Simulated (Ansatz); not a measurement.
**Decaying states in the gap of ScBrF2**

Aim: relax a made-up compound, ScBrF2, and see how good a tunnel barrier it would be. It is built by putting Br for part of the F in the ScF3 structure of space group R32, with the volume rescaled by atomic radii. The parent structure comes from the Materials Project.

Program: Ansatz 0.2.0. Level of theory: PBEsol DFT, plane waves, PAW files, in the first sound run; inputs show where later runs differ. Results are calculated unless marked as measured.

The structure was built from a prototype and need not be the compound's stable phase.

## 1. The starting structure

The structure is monoclinic, space group C2 (No. 5). Conventional cell: a = 6.305 Å, b = 6.286 Å, c = 4.452 Å, α = 90.00°, β = 90.24°, γ = 90.00°. Nearest to Sc lie 2 Br at 2.23 Å and 4 F at 2.23 Å. F has 2 Sc at 2.23 Å nearest. Br has 2 Sc at 2.23 Å nearest. It derives from ScF3. Br for part of the F in the ScF3 structure of space group R32. Farther neighbours and most contacts between anions are not listed.

## 2. Cell and atoms at rest

The substituted atoms don't fit the parent's cell, so cell and atoms relax together. A small smearing keeps the run stable in case the gap closes on the way.

Contents of input.yaml:

```yaml
crystal:
  lattice:
    - [3.1430271634, 1.8146275789, 2.5778031466]
    - [-3.1430271634, 1.8146275789, 2.5778031466]
    - [0.0, -3.6292551577, 2.5778031466]
  atoms:
    - { symbol: Sc, position: [0.0, 0.0, 0.0] }
    - { symbol: F, position: [0.5, 0.988434, 0.011566] }
    - { symbol: F, position: [0.011566, 0.5, 0.988434] }
    - { symbol: Br, position: [0.988434, 0.011566, 0.5] }
kpoints:
  mp_grid: { grid: [6, 6, 6] }
scf:
  occupations: { method: gaussian, width: 0.03 }
hamiltonian:
  xc: pbesol
output:
  forces: true
  stress: true
relax:
  f_tol: 0.02
  max_steps: 60
  cell: {}
```

Started as:

```sh
> ansatz run input.yaml --threads 2 --pin off --max-ram 4096MiB --backend cpu --events-out ev --progress --plain --runs-dir out
```

Numbers of over 12 decimals in the logs are rounded to 6 here.

Log:

```text
Engine: ansatz 0.2.0, aarch64-unknown-linux-gnu
Pseudopotentials: kind: paw
Pseudopotential: Sc, paw, valence charge 11, recommended cutoff 420 eV (normal), Sc.paw.azcp
Pseudopotential: F, paw, valence charge 7, recommended cutoff 420 eV (normal), F.paw.azcp
Pseudopotential: Br, paw, valence charge 7, recommended cutoff 420 eV (normal), Br.paw.azcp
Functional definition: PBEsol
  exchange = pbesol_x
  correlation = pbesol_c
Crystal: 4 atoms, lattice volume = 88.214 Å³
Basis set: ecut = 420 eV, 1743 PW (Γ), exchange–correlation on 60×60×60 points (8 copies of the dense FFT grid, shifted against one another)
Bands: 20, of which v1, the nominal top of the filled ones, is band 16 counted from 1 (15 counted from 0)
Symmetry: 2 space group operations
Space group: C2 (ITA 5), of the structure as read, at distance tolerance 4.5e-5 Å
k-points: 68 of 216 (time reversal used)
Non-local potential: Sc, projectors of the file, l = 0: 3, l = 1: 2, l = 2: 3, l = 3: 1
Non-local potential: F, projectors of the file, l = 0: 2, l = 1: 2, l = 2: 1
Non-local potential: Br, projectors of the file, l = 0: 2, l = 1: 2, l = 2: 2
PAW form: soft (Blöchl's): semilocal exchange-correlation on the pseudo side does not see the compensation charge
PAW frozen core: Sc, regenerated for the run's functional, and the local potential with it (the file was generated under x = pbe(κ = 0.804, μ = 0.219515), c = pbe(β = 0.066725))
PAW frozen core: F, regenerated for the run's functional, and the local potential with it (the file was generated under x = pbe(κ = 0.804, μ = 0.219515), c = pbe(β = 0.066725))
PAW frozen core: Br, regenerated for the run's functional, and the local potential with it (the file was generated under x = pbe(κ = 0.804, μ = 0.219515), c = pbe(β = 0.066725))
PAW one-centre angular grid: Sc, 590 points (default); XC on 64 Gauss nodes
PAW one-centre angular grid: F, 110 points (default); XC on 64 Gauss nodes
PAW one-centre angular grid: Br, 110 points (default); XC on 64 Gauss nodes
Initial density: superposition of atomic densities (neutral atoms: chi_scale 0, normalization atom), corrected by the library's trained network
Initial wavefunctions: pseudopotential atomic-orbital guess
Functional: x = pbesol(κ = 0.804, μ = 0.123457), c = pbesol(β = 0.046)
SCF iter   1: F=—  HF=-6453.414118 eV  |F-HF|=—  |Δ(HF+E_count)|=         —  Δρ=8.88e-3  dr2=4.37e-2  ethr=1.77e-3  ⟨swp⟩=6.6  Hψ=7048  notcnv=0
preconditioner: auto → Resta (q_TF=auto, 2.304 Å⁻¹)  ε∞=4.3  [insulator: Δε(μ)=3.369 eV  Ē_g=10.658 eV  σ=0.030 eV  W_gap=1.00  n_scr=18 (ndim 8)  ℏωp=19.4 eV  f_vac=0.251  D(μ)=0.00/eV (n_scr^D=0)  ε∞_Penn≈4.3]
SCF iter   2: F=—  HF=-6453.405306 eV  |F-HF|=—  |Δ(HF+E_count)|=   8.81e-3  Δρ=2.81e-3  dr2=5.03e-3  ethr=1.37e-4  ⟨swp⟩=2.0  Hψ=2988  notcnv=0
SCF iter   3: F=—  HF=-6453.404591 eV  |F-HF|=—  |Δ(HF+E_count)|=   7.15e-4  Δρ=1.08e-3  dr2=9.41e-4  ethr=1.57e-5  ⟨swp⟩=2.0  Hψ=2220  notcnv=0
SCF iter   4: F=—  HF=-6453.404516 eV  |F-HF|=—  |Δ(HF+E_count)|=   7.55e-5  Δρ=2.20e-4  dr2=3.97e-5  ethr=2.94e-6  ⟨swp⟩=2.0  Hψ=2075  notcnv=0
SCF iter   5: F=—  HF=-6453.404859 eV  |F-HF|=—  |Δ(HF+E_count)|=   3.44e-4  Δρ=6.17e-5  dr2=4.84e-6  ethr=1.24e-7  ⟨swp⟩=2.1  Hψ=2306  notcnv=0
SCF iter   6: F=—  HF=-6453.404869 eV  |F-HF|=—  |Δ(HF+E_count)|=   9.70e-6  Δρ=1.49e-5  dr2=4.02e-7  ethr=1.51e-8  ⟨swp⟩=2.0  Hψ=2037  notcnv=0
SCF iter   7: F=-6453.404870 eV  HF=-6453.404870 eV  |F-HF|=1.08e-7  |Δ(HF+E_count)|=   1.18e-6  Δρ=5.01e-6  dr2=5.01e-8  ethr=3.13e-10  ⟨swp⟩=5.0  Hψ=5107  notcnv=0
SCF 1 converged in 7 iterations: F = -6453.404870 eV  dr2 = 5.01e-8
  greatest PAW one-centre occupation: 0.998 electrons in one spin orbital (limit 2), on the Sc atom at site 0 (counted from 0), in its partial waves of l = 0
relax step   1: F+E_penalty+E_count = -6453.40487035 eV  Δ(F+E_penalty+E_count) = +0.000e0 eV  max|allowed force component| = 4.675e-1 eV/Å  Δτ_max = 0.0000 Å  P = +5.666 GPa  Ω = 88.214 Å³  (7 SCF iters, dr2 threshold 1.00e-7 eV, accepted)
Crystal: 4 atoms, lattice volume = 89.286 Å³
Basis set: ecut = 420 eV, 1757 PW (Γ), exchange–correlation on 60×60×60 points (8 copies of the dense FFT grid, shifted against one another)
Initial density: handed on by an earlier stage of this run
Initial wavefunctions: those handed on with the density
iter 1 solved again at ethr=1.88e-4 eV; its pass at ethr=3.10e-3 eV (dr2=6.01e-2 eV) is discarded
SCF iter   1: F=—  HF=-6454.502736 eV  |F-HF|=—  |Δ(HF+E_count)|=         —  Δρ=7.19e-3  dr2=6.07e-2  ethr=1.88e-4  ⟨swp⟩=1.0  Hψ=9845  notcnv=0
preconditioner: auto → Resta (q_TF=auto, 2.299 Å⁻¹)  ε∞=4.1  [insulator: Δε(μ)=3.836 eV  Ē_g=10.936 eV  σ=0.030 eV  W_gap=1.00  n_scr=18 (ndim 8)  ℏωp=19.3 eV  f_vac=0.240  D(μ)=0.00/eV (n_scr^D=0)  ε∞_Penn≈4.1]
SCF iter   2: F=—  HF=-6454.486433 eV  |F-HF|=—  |Δ(HF+E_count)|=   1.63e-2  Δρ=3.29e-3  dr2=1.17e-2  ethr=1.88e-4  ⟨swp⟩=2.0  Hψ=2220  notcnv=0
SCF iter   3: F=—  HF=-6454.483220 eV  |F-HF|=—  |Δ(HF+E_count)|=   3.21e-3  Δρ=1.92e-3  dr2=3.01e-3  ethr=3.67e-5  ⟨swp⟩=2.0  Hψ=2301  notcnv=0
SCF iter   4: F=—  HF=-6454.482665 eV  |F-HF|=—  |Δ(HF+E_count)|=   5.56e-4  Δρ=4.61e-4  dr2=3.34e-4  ethr=9.41e-6  ⟨swp⟩=2.0  Hψ=2085  notcnv=0
SCF iter   5: F=—  HF=-6454.483054 eV  |F-HF|=—  |Δ(HF+E_count)|=   3.89e-4  Δρ=1.90e-4  dr2=5.74e-5  ethr=1.04e-6  ⟨swp⟩=2.1  Hψ=2008  notcnv=0
SCF iter   6: F=—  HF=-6454.483115 eV  |F-HF|=—  |Δ(HF+E_count)|=   6.06e-5  Δρ=3.89e-5  dr2=1.81e-6  ethr=1.79e-7  ⟨swp⟩=2.0  Hψ=1803  notcnv=0
SCF iter   7: F=-6454.483121 eV  HF=-6454.483120 eV  |F-HF|=2.86e-7  |Δ(HF+E_count)|=   5.64e-6  Δρ=9.03e-6  dr2=7.08e-8  ethr=1.25e-9  ⟨swp⟩=5.0  Hψ=5342  notcnv=0
SCF 2 converged in 7 iterations: F = -6454.483121 eV  dr2 = 7.08e-8
relax step   2: F+E_penalty+E_count = -6454.48312073 eV  Δ(F+E_penalty+E_count) = -1.078e0 eV  max|allowed force component| = 3.370e-1 eV/Å  Δτ_max = 0.0109 Å  P = +0.459 GPa  Ω = 89.286 Å³  energy of the carried Pulay correction = -2.042e-3 eV  (7 SCF iters, dr2 threshold 4.00e-7 eV, accepted)
Crystal: 4 atoms, lattice volume = 84.006 Å³
Basis set: ecut = 420 eV, 1641 PW (Γ), exchange–correlation on 60×60×60 points (8 copies of the dense FFT grid, shifted against one another)
iter 1 solved again at ethr=1.42e-4 eV; its pass at ethr=3.10e-3 eV (dr2=4.56e-2 eV) is discarded
SCF iter   1: F=—  HF=-6455.403419 eV  |F-HF|=—  |Δ(HF+E_count)|=         —  Δρ=7.03e-3  dr2=4.73e-2  ethr=1.42e-4  ⟨swp⟩=1.7  Hψ=9754  notcnv=0
[...]
[... from here on, the SCF cycles and remarks between the steps are left out ...]
relax step   4: F+E_penalty+E_count = -6455.67015130 eV  Δ(F+E_penalty+E_count) = -2.806e-1 eV  max|allowed force component| = 2.730e-1 eV/Å  Δτ_max = 0.0232 Å  P = +4.539 GPa  Ω = 79.015 Å³  energy of the carried Pulay correction = +1.859e-2 eV  (7 SCF iters, dr2 threshold 4.00e-7 eV, accepted)
relax step   5: F+E_penalty+E_count = -6455.66450700 eV  Δ(F+E_penalty+E_count) = +5.644e-3 eV  max|allowed force component| = 3.507e-2 eV/Å  Δτ_max = 0.0672 Å  P = -3.294 GPa  Ω = 86.417 Å³  energy of the carried Pulay correction = +3.478e-3 eV  (7 SCF iters, dr2 threshold 4.00e-7 eV, accepted)
relax step   6: F+E_penalty+E_count = -6455.71957891 eV  Δ(F+E_penalty+E_count) = -5.507e-2 eV  max|allowed force component| = 4.825e-2 eV/Å  Δτ_max = 0.0343 Å  P = -0.195 GPa  Ω = 83.227 Å³  energy of the carried Pulay correction = +9.831e-3 eV  (7 SCF iters, dr2 threshold 4.00e-7 eV, accepted)
relax step   7: F+E_penalty+E_count = -6455.72102752 eV  Δ(F+E_penalty+E_count) = -1.449e-3 eV  max|allowed force component| = 5.872e-3 eV/Å  Δτ_max = 0.0524 Å  P = -0.010 GPa  Ω = 83.056 Å³  energy of the carried Pulay correction = +1.018e-2 eV  (6 SCF iters, dr2 threshold 1.77e-7 eV, accepted)
relax step   8: F+E_penalty+E_count = -6455.79940589 eV  Δ(F+E_penalty+E_count) = -7.838e-2 eV  max|allowed force component| = 5.920e-3 eV/Å  Δτ_max = 0.0000 Å  P = +1.055 GPa  Ω = 83.056 Å³  stress off target by 3.14e0 GPa  SCF on the basis re-selected at this cell (its energy is not comparable with the rows above)  (9 SCF iters)
relax step   9: F+E_penalty+E_count = -6455.81071117 eV  Δ(F+E_penalty+E_count) = -1.131e-2 eV  max|allowed force component| = 3.230e-3 eV/Å  Δτ_max = 0.0212 Å  P = +0.307 GPa  Ω = 83.964 Å³  energy of the carried Pulay correction = -1.884e-3 eV  (6 SCF iters, dr2 threshold 4.00e-7 eV, accepted)
relax step  10: F+E_penalty+E_count = -6455.81099707 eV  Δ(F+E_penalty+E_count) = -2.859e-4 eV  max|allowed force component| = 1.588e-3 eV/Å  Δτ_max = 0.0006 Å  P = +0.023 GPa  Ω = 84.326 Å³  energy of the carried Pulay correction = -2.619e-3 eV  (6 SCF iters, dr2 threshold 4.00e-7 eV, accepted)
relax step  11: F+E_penalty+E_count = -6455.81094523 eV  Δ(F+E_penalty+E_count) = +5.184e-5 eV  max|allowed force component| = 1.431e-3 eV/Å  Δτ_max = 0.0002 Å  P = +0.001 GPa  Ω = 84.355 Å³  energy of the carried Pulay correction = -2.678e-3 eV  (5 SCF iters, dr2 threshold 8.85e-9 eV, accepted)
relax step  12: F+E_penalty+E_count = -6455.81432898 eV  Δ(F+E_penalty+E_count) = -3.384e-3 eV  max|allowed force component| = 1.438e-3 eV/Å  Δτ_max = 0.0000 Å  P = +0.076 GPa  Ω = 84.355 Å³  stress off target by 1.50e-1 GPa  SCF on the basis re-selected at this cell (its energy is not comparable with the rows above)  (7 SCF iters)
relax step  13: F+E_penalty+E_count = -6455.81416986 eV  Δ(F+E_penalty+E_count) = +1.591e-4 eV  max|allowed force component| = 4.655e-4 eV/Å  Δτ_max = 0.0006 Å  P = -0.003 GPa  Ω = 84.456 Å³  energy of the carried Pulay correction = -1.982e-4 eV  (5 SCF iters, dr2 threshold 5.65e-8 eV, accepted)
iter 1 solved again at ethr=3.43e-7 eV; its pass at ethr=3.10e-3 eV (dr2=1.10e-4 eV) is discarded
SCF iter   1: F=—  HF=-6455.814423 eV  |F-HF|=—  |Δ(HF+E_count)|=         —  Δρ=2.83e-5  dr2=1.33e-7  ethr=3.43e-7  ⟨swp⟩=4.2  Hψ=10651  notcnv=0
eigensolver tolerance schedule: the retry pair's looser diagonalisation over-reported the residual by 824.56 of it (diagonalisation noise at 0.10 of the residual, at the tolerance the schedule requests for it); recorded, not acted on — ethr = c·dr2/N_el stays at c = 1.0e-1
preconditioner: auto → Resta (q_TF=auto, 2.321 Å⁻¹)  ε∞=5.6  [insulator: Δε(μ)=2.931 eV  Ē_g=8.420 eV  σ=0.030 eV  W_gap=1.00  n_scr=18 (ndim 8)  ℏωp=18.1 eV  f_vac=0.180  D(μ)=0.00/eV (n_scr^D=0)  ε∞_Penn≈5.6]
SCF iter   2: F=—  HF=-6455.814307 eV  |F-HF|=—  |Δ(HF+E_count)|=   1.16e-4  Δρ=1.54e-5  dr2=7.79e-8  ethr=4.15e-10  ⟨swp⟩=3.1  Hψ=3197  notcnv=0
SCF iter   3: F=—  HF=-6455.814309 eV  |F-HF|=—  |Δ(HF+E_count)|=   1.72e-6  Δρ=9.56e-6  dr2=2.38e-8  ethr=2.43e-10  ⟨swp⟩=2.4  Hψ=1919  notcnv=0
SCF iter   4: F=—  HF=-6455.814311 eV  |F-HF|=—  |Δ(HF+E_count)|=   2.24e-6  Δρ=1.83e-6  dr2=5.31e-9  ethr=7.42e-11  ⟨swp⟩=2.2  Hψ=2038  notcnv=0
SCF iter   5: F=—  HF=-6455.814311 eV  |F-HF|=—  |Δ(HF+E_count)|=   4.56e-9  Δρ=3.09e-6  dr2=2.40e-9  ethr=1.66e-11  ⟨swp⟩=2.0  Hψ=2012  notcnv=0
SCF iter   6: F=—  HF=-6455.814311 eV  |F-HF|=—  |Δ(HF+E_count)|=   4.56e-8  Δρ=1.82e-6  dr2=6.41e-10  ethr=7.49e-12  ⟨swp⟩=2.0  Hψ=1856  notcnv=0
SCF iter   7: F=—  HF=-6455.814311 eV  |F-HF|=—  |Δ(HF+E_count)|=   2.68e-9  Δρ=8.22e-7  dr2=1.27e-10  ethr=2.00e-12  ⟨swp⟩=2.5  Hψ=2027  notcnv=0
SCF iter   8: F=-6455.814311 eV  HF=-6455.814311 eV  |F-HF|=5.46e-12  |Δ(HF+E_count)|=  8.19e-11  Δρ=2.93e-7  dr2=1.62e-11  ethr=1.00e-12  ⟨swp⟩=4.4  Hψ=4517  notcnv=0
SCF 14 converged in 8 iterations: F = -6455.814311 eV  dr2 = 1.62e-11
relax step  14: F+E_penalty+E_count = -6455.81431126 eV  Δ(F+E_penalty+E_count) = -1.414e-4 eV  max|allowed force component| = 4.670e-4 eV/Å  Δτ_max = 0.0000 Å  P = -0.001 GPa  Ω = 84.456 Å³  stress off target by 9.48e-3 GPa  SCF on the basis re-selected at this cell (its energy is not comparable with the rows above)  (8 SCF iters)
basis re-selected at this cell: Δ(F+E_penalty+E_count) = -1.414e-4 eV, ΔP = +0.002 GPa vs the last step (what re-selecting the basis moved, of the pressure what is left beyond the Pulay correction that the steps carried, after the strain that the cell walked since its last selection, with what the two solves' SCF thresholds leave and, on support functions, any second-order correction that the steps lacked; it is no m [...]
SCF converged after 8 iterations
Free energy (F): -6455.814311 eV
Harris-Foulkes:  -6455.814311 eV  (|F-HF|=5.46e-12)
Internal energy: -6455.814311 eV  (E = F + TS)
E sigma→0 (E₀):  -6455.814311 eV
Fermi energy:    3.806941 eV
--- Per-component energies (eV) ---
  E_band       = -363.733459
  E_kinetic    = 807.275180
  E_local      = -3206.003162  (includes V_loc(G=0)·N_el)
  E_nonlocal   = 296.960291
  E_hartree    = 1215.367746
  E_xc         = -523.077617
  E_vxc        = -436.339394  (∫ρ·V_xc dr)
  E_paw        = -3520.417052  (= ΣΔE_a)
  E_vpaw       = -256.365906  (= ΣTr[D̂ρ^β])
  E_aug_tail   = 0.004104  (compensation charges beyond the density's cutoff)
  E_ewald      = -1526.229983
  E_core_change = 0.306181  (= ΣΔE_core)
  E_smearing   = -0.000000  (= −TS)
  E_closure    = 0.000000  (closes the sum)
  Σ components = -6455.814311   (vs F -6455.814311, Δ=0.00e0)
--- Forces (eV/Å), atoms counted from 1 ---
  atom   1  Sc    -0.00046690    -0.00000000     0.00000000
  atom   2  F      0.00020577     0.00007553    -0.00013337
  atom   3  F      0.00020577    -0.00007553     0.00013337
  atom   4  Br     0.00005569     0.00000000     0.00000000
  max |Σ_I F_I| component: 3.47e-7 eV/Å
--- Stress (GPa, compression-positive) ---
       -0.006804       0.000000       0.000000
        0.000000       0.004955      -0.007307
        0.000000      -0.007307      -0.002309
  P = ⅓ Tr σ = -0.0014 GPa (-0.014 kbar)
--- Relaxed structure (11 steps of the walk, 11 accepted, 3 SCFs on fresh bases) ---
  F+E_penalty+E_count = -6455.81431126 eV   max|allowed force component| = 4.670e-4 eV/Å   (the final SCF, on the basis selected at the relaxed cell)
  cell:  # Å, volume = 84.4561 Å³
    - [2.833438, 1.635130, 2.314024]
    - [-2.833438, 1.635130, 2.314024]
    - [0.0, -4.295430, 3.035685]
  atoms:
    - { symbol: Sc, position: [1.8626088634238405e-5, -1.8626088634238405e-5, 0.0] }
    - { symbol: F, position: [0.500008, 1.000020, 1.9719455770950134e-5] }
    - { symbol: F, position: [-2.010524490447807e-5, 0.499992, 0.999980] }
    - { symbol: Br, position: [0.999993, 6.661127101459385e-6, 0.500000] }
```

It took 72 s on 2 threads of Arm Neoverse V2, shared host; peak memory 0.45 GiB.

Relaxation path:

| step | energy less that of the first step (eV) | largest force component (eV/Å) | pressure (GPa) | volume (Å³) |
| --- | --- | --- | --- | --- |
| 1 | 0.0000 | 0.4675 | 5.67 | 88.21 |
| 2 | -1.0783 | 0.3370 | 0.46 | 89.29 |
| 3 | -1.9847 | 0.1282 | 0.94 | 84.01 |
| 4 | -2.2653 | 0.2730 | 4.54 | 79.01 |
| 5 | -2.2596 | 0.0351 | -3.29 | 86.42 |
| 6 | -2.3147 | 0.0483 | -0.19 | 83.23 |
| 7 | -2.3162 | 0.0059 | -0.01 | 83.06 |
| 8* | -2.3945 | 0.0059 | 1.05 | 83.06 |
| 9 | -2.4058 | 0.0032 | 0.31 | 83.96 |
| 10 | -2.4061 | 0.0016 | 0.02 | 84.33 |
| 11 | -2.4061 | 0.0014 | 0.00 | 84.36 |
| 12* | -2.4095 | 0.0014 | 0.08 | 84.36 |
| 13 | -2.4093 | 0.0005 | 0.00 | 84.46 |
| 14* | -2.4094 | 0.0005 | 0.00 | 84.46 |

Relaxation steps marked * repeat the geometry before them on a plane-wave basis chosen anew for their cell, so energy and pressure can jump there.

Forces are held to the 2 operations that the run works with; a distortion that breaks them can't arise in this run.

| cell as run | before | after | change |
| --- | --- | --- | --- |
| a (Å) | 4.452 | 4.007 | -10.0 % |
| b (Å) | 4.452 | 4.007 | -10.0 % |
| c (Å) | 4.452 | 5.260 | +18.2 % |
| α (°) | 89.83 | 90.00 | +0.2 % |
| β (°) | 89.83 | 90.00 | +0.2 % |
| γ (°) | 89.83 | 90.00 | +0.2 % |
| volume (Å³/atom) | 22.05 | 21.11 | -4.3 % |

The atoms that moved most (Å, as changes of fractional coordinates times the final cell):

| atom | dx | dy | dz | length |
| --- | --- | --- | --- | --- |
| F2 | -0.033 | 0.069 | -0.008 | 0.076 |
| F3 | -0.033 | -0.069 | 0.008 | 0.076 |
| Br4 | 0.066 | 0.000 | 0.000 | 0.066 |

Final coordinates:

```xyz
4
Lattice="2.8334 1.6351 2.3140 -2.8334 1.6351 2.3140 0.0000 -4.2954 3.0357" Properties=species:S:1:pos:R:3 pbc="T T T"
Sc    0.0001    0.0000    0.0000
F    -1.4168    2.4527    3.4712
F    -1.4168   -3.4778    4.1926
Br    2.8334   -0.5126    3.8319
```

Numbers from this step:

| Property | Result |
| --- | --- |
| free energy | -6455.8143 eV |
| Fermi energy | 3.807 eV |
| pressure | -0.001386 GPa |

The largest force component on a free atom ends at 4.7e-4 eV/Å.

(Continued in part 2 of 3.)

[Logs are printed without paths, hosts, clocks, repeated set-up lines and the standing remarks that a program may print on its own settings, such as how far it seeks lower states.]

[Hosts, paths, dates, database ids (printed as entryN), source tags and the programs' standing remarks are cut or masked in the printed files.]
